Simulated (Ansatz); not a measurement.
# linear Ba chain under tension and compression, part 3 of 3

Wanted: energy, moment and open channels of the linear Ba chain from 12 % compression to 30 % stretch.

Ansatz 0.2.0; DFT PBE, plane waves, PAW; relaxation of a chain's period (the session's first sound run).

So far, conductance of the lead as this run defines it (G₀): step 3 (the chain at a fixed length, period over the relaxed period …) 2.41; step 7 (period over the relaxed period 1.04, k-mesh 1×1×19) 2.00; step 8 (period over the relaxed period 1.08, k-mesh 1×1×19) 1.99; step 9 (period over the relaxed period 1.13, k-mesh 1×1×18) 1.95; step 10 (period over the relaxed period 1.2, k-mesh 1×1×17) 1.28. Also absolute moment (μB): step 2 (the relaxed wire) 0.789; step 3 1.05; step 7 0.692; step 8 0.622; step 9 0.488.

## (11) At a set period, period over the relaxed period 1.3, k-mesh 1×1×15

Level of this step: DFT PBE, plane waves, PAW; channels and complex bands of a perfect chain (Ansatz).

The period is set to 1.3 times the relaxed one: longer bonds narrow the bands.

The cell differs from the one that the last finished run ended in (c 4.936 → 5.347 Å).

input.yaml

```yaml
crystal:
  lattice:
    - [12.0, 0.0, 0.0]
    - [0.0, 12.0, 0.0]
    - [0.0, 0.0, 5.3468996624]
  atoms:
    - { symbol: Ba, position: [0.5, 0.5, 0.0], spin: 0.35 }
magnetization:
  spin_polarized: true
kpoints:
  mp_grid: { grid: [1, 1, 15] }
scf:
  occupations: { method: fermi_dirac, width: 0.05 }
hamiltonian:
  xc: pbe
output:
  transmission:
    e_range: [-2, 2]
    de: 0.035
    kmesh: [1, 1]
    reduced_basis: true
    leads: [[0, 0]]
  stress: true
```

Command:

```console
> ansatz run input.yaml --threads 4 --pin off --max-ram 16384MiB --backend cpu --events-out ev --progress --plain --runs-dir out
```

Numbers of over 12 decimals in the logs are rounded to 6 here.

The log of the run:

```text
[...]
Crystal: 1 atoms, lattice volume = 769.954 Å³
Basis set: ecut = 420 eV, 14961 PW (Γ)
Bands: 10, of which v1, the nominal top of the filled ones, is band 5 counted from 1 (4 counted from 0)
Symmetry: 16 space group operations
[...]
k-points: 8 of 15
[...]
Starting moments: Σ|m| = 0.35 μB on 1 of 1 site
[...]
crystal 0  : Ba1, at the sites [0, 0], period 5.3469 Å: whole cells are its period
[...]
filled         : 0.2 meV under the level at which it is neutral
    channels       : 0.000000e0 up, 0.000000e0 down
[...]
slowest decay  : 0.0701 /Å at (0.0000, 0.0000)
[key lines of the parts left out:]
SCF converged after 14 iterations
Magnetization: 0.0000 μB (5.0000 up, 5.0000 down)
Free energy (F): -5947.923758 eV
Fermi energy:    -1.583121 eV
P = ⅓ Tr σ = -0.0592 GPa (-0.592 kbar)
```

Elapsed: 4.6 min, on 4 threads of Intel Xeon Platinum 8488C (Sapphire Rapids), shared host; peak memory 1.2 GiB.

At the computed energy nearest the Fermi level there are 0 spin-up and 0 spin-down channels, and the thermal average gives 0.0161 G₀. The change of length costs 0.157 eV a cell and leaves no moment.

For the conductance of the lead as this run defines it, step 3 gave 2.41 G₀; this run, with period over the relaxed period 1.3 and k-mesh 1×1×15, gives 0.0161 G₀ (-99 %).

## (12) Side by side

Times are for 4 threads of Intel Xeon Platinum 8488C (Sapphire Rapids), shared host. Results by setting:

| no. | period over the relaxed period | conductance of the lead as this run defines it (G₀) | absolute moment (μB) | energy at zero smearing less the lowest (eV) | time | memory (GiB) |
| --- | --- | --- | --- | --- | --- | --- |
| 1 | 0.88 | 2.407 | 1.045 | 0.08417 | 92 s | 1.2 |
| 2 | 0.92 | 2.017 | 0.9792 | 0.03154 | 84 s | 1.2 |
| 3 | 0.96 | 2.001 | 0.9061 | 0.004819 | 82 s | 1.2 |
| 4 | 1 | 2.000 | 0.8056 | 0 | 89 s | 1.2 |
| 5 | 1.04 | 1.999 | 0.6919 | 0.01012 | 94 s | 1.2 |
| 6 | 1.08 | 1.995 | 0.6216 | 0.02776 | 94 s | 1.2 |
| 7 | 1.13 | 1.953 | 0.4875 | 0.06399 | 93 s | 1.2 |
| 8 | 1.2 | 1.285 | 0.2046 | 0.1150 | 1.8 min | 1.2 |
| 9 | 1.3 | 0.01609 | 0 | 0.1573 | 4.6 min | 1.2 |

## (13) A repeat with changed settings

This step: DFT PBE, plane waves, PAW; channels and complex bands of a perfect chain; changed: hamiltonian.pseudopotentials = {"kind": "paw", "source": "ansatz"} (Ansatz 0.2.0).

The atoms of the run at the relaxed period are kept and the input is varied, to see whether the result depends on it.

input.yaml, the sections that differ from step 11:

```yaml
crystal:
  lattice:
    - [12.0, 0.0, 0.0]
    - [0.0, 12.0, 0.0]
    - [0.0, 0.0, 4.1129997403]
  atoms:
    - { symbol: Ba, position: [0.5, 0.5, 0.0], spin: 0.35 }
kpoints:
  mp_grid: { grid: [1, 1, 20] }
hamiltonian:
  xc: pbe
  pseudopotentials: { kind: paw, source: ansatz }
# magnetization, scf, output: as in step 11
```

The log of the run:

```text
[...]
Crystal: 1 atoms, lattice volume = 592.272 Å³
Basis set: ecut = 300 eV, 6999 PW (Γ)
Bands: 10, of which v1, the nominal top of the filled ones, is band 5 counted from 1 (4 counted from 0)
Symmetry: 16 space group operations
[...]
k-points: 11 of 20
[...]
Starting moments: Σ|m| = 0.35 μB on 1 of 1 site
[...]
SCF iter   1: F=—  HF=-5933.151475 eV  |F-HF|=—  |Δ(HF+E_count)|=         —  Δρ=3.52e-3 (↑3.39e-3 ↓3.52e-3)  dr2=1.01e0  dr2_m=1.37e-2  M=0.239 μB ∫|m|=0.240 μB  β_m=0.30  ethr=3.10e-3  ⟨swp⟩=10.4  Hψ=2194  notcnv=0
[...]
SCF iter  14: F=-5932.993472 eV  HF=-5932.993472 eV  |F-HF|=5.09e-11  |Δ(HF+E_count)|=   1.09e-9  Δρ=4.12e-8 (↑3.26e-8 ↓4.12e-8)  dr2=8.84e-12  dr2_m=6.61e-12  M=0.798 μB ∫|m|=0.802 μB  ethr=1.00e-12  ⟨swp⟩=2.9  Hψ=446  notcnv=0
SCF 1 converged in 14 iterations: F = -5932.993472 eV  dr2 = 8.84e-12
[...]
transmission: 10 of 60 steps passed
transmission: 15 of 60 steps passed
[...]
transmission: 60 of 60 steps passed
SCF converged after 14 iterations
Magnetization: 0.7976 μB (5.3988 up, 4.6012 down)
Absolute magnetization: 0.8037 μB (∫|ρ↑−ρ↓|, with the PAW one-centre terms)
[...]
Per-site moments (μB) at R_I (Å): [(0.348350, 1.696612)]
Free energy (F): -5932.993472 eV
[...]
Internal energy: -5932.974250 eV  (E = F + TS)
E sigma→0 (E₀):  -5932.983861 eV
Entropy (-TS):   -0.019222 eV (-19.222 meV/atom)
Fermi energy:    -1.295788 eV
[...]
--- Stress (GPa, compression-positive) ---
       -0.008616       0.000000       0.000000
        0.000000      -0.008616       0.000000
        0.000000       0.000000      -0.002713
  P = ⅓ Tr σ = -0.0066 GPa (-0.066 kbar)
--- Band table (eV; the first three rows and the last of 22) ---
[...]
--- Transmission ---
  basis      : 885 plane waves across, 5 finite elements along
  points     : 1, standing for a mesh of 1 x 1
[...]
crystal 0  : Ba1, at the sites [0, 0], period 4.1130 Å: whole cells are its period
[...]
filled         : 1.4 meV under the level at which it is neutral
    channels       : 3.000000e0 up, 1.000000e0 down
[...]
```

The job ended after 67 s (4 threads; peak memory 0.91 GiB; 3.7 min of CPU time).

Numbers from this step:

```yaml
energy_at_zero_smearing: -5932.9839 eV
total_moment: 0.7976 μB
absolute_moment: 0.8037 μB
channels_at_the_energy_nearest_the_fermi_level_spin_up: 3
channels_at_the_energy_nearest_the_fermi_level_spin_down: 1
conductance_of_the_lead_as_this_run_defines_it: 2.000 G₀
```

Table of open channels of the lead by energy, zero at the Fermi level:

| energy (eV) | spin up | spin down |
| --- | --- | --- |
| -2.00 | 0 | 0 |
| -1.90 | 0 | 0 |
| -1.79 | 0 | 0 |
| -1.69 | 1 | 0 |
| -1.58 | 1 | 0 |
| -1.48 | 1 | 0 |
| -1.37 | 1 | 0 |
| -1.23 | 1 | 0 |
| -1.12 | 1 | 1 |
| -1.02 | 1 | 1 |
| -0.92 | 1 | 1 |
| -0.81 | 1 | 1 |
| -0.70 | 1 | 1 |
| -0.60 | 1 | 1 |
| -0.49 | 1 | 1 |
| -0.39 | 1 | 1 |
| -0.28 | 1 | 1 |
| -0.18 | 3 | 1 |
| -0.07 | 3 | 1 |
| -0.01 | 3 | 1 |
| 0.07 | 3 | 1 |
| 0.17 | 3 | 1 |
| 0.28 | 4 | 1 |
| 0.38 | 4 | 4 |
| 0.48 | 4 | 4 |
| 0.59 | 4 | 4 |
| 0.69 | 6 | 4 |
| 0.80 | 4 | 5 |
| 0.91 | 4 | 6 |
| 1.01 | 3 | 5 |
| 1.11 | 3 | 3 |
| 1.22 | 4 | 3 |
| 1.36 | 4 | 3 |
| 1.47 | 4 | 3 |
| 1.57 | 0 | 3 |
| 1.68 | 0 | 1 |
| 1.78 | 0 | 2 |
| 1.89 | 0 | 0 |
| 1.99 | 1 | 0 |

It took 67 s against 89 s for the run it varies, and the conductance is 2.00 G₀ against 2.00 G₀.

Side by side:

| quantity | this run | the run it varies | difference |
| --- | --- | --- | --- |
| total moment (μB) | 0.79762 | 0.80025 | -0.00264 |
| absolute moment (μB) | 0.80373 | 0.80563 | -0.00191 |

## (14) Results

```
relaxed cell length              : 4.113 Å
conductance at period × 0.88     : 2.41 G₀
conductance at period × 1.0      : 2.00 G₀
conductance at period × 1.13     : 1.95 G₀
conductance at period × 1.3      : 0.0161 G₀
absolute moment at period × 0.88 : 1.05 μB
absolute moment at period × 1.0  : 0.806 μB
absolute moment at period × 1.3  : 0 μB
```

What this shows: The conductance goes from 2.41 G₀ at the shortest period to 0.0161 G₀ at the longest, while the magnetic state changes too. Transport is coherent and elastic here: the atoms are frozen, so scattering by vibrations plays no part. Spin-orbit coupling is left out, which matters for the bands of heavy atoms. No search over magnetic orders was made; another may lie lower. One term of the program's error estimate for a conductance, of a junction or of the perfect wire, reaches 13 % in this session. For the perfect chain only parallel moments were started; its antiparallel and spiral orders were not tested. Conductances of a perfect chain off the multiples of half a G0 come from band edges within the thermal window; the square box also splits pairs of bands that an isolated chain keeps degenerate, which moves such edges. The lead's cell of one atom keeps the chain straight and evenly spaced; a zigzag or dimerised form may lie lower.

[Logs are printed without paths, hosts, clocks, repeated set-up lines and the standing remarks that a program may print on its own settings, such as how far it seeks lower states.]

[Hosts, paths, dates, database ids (printed as entryN), source tags and the programs' standing remarks are cut or masked in the printed files.]
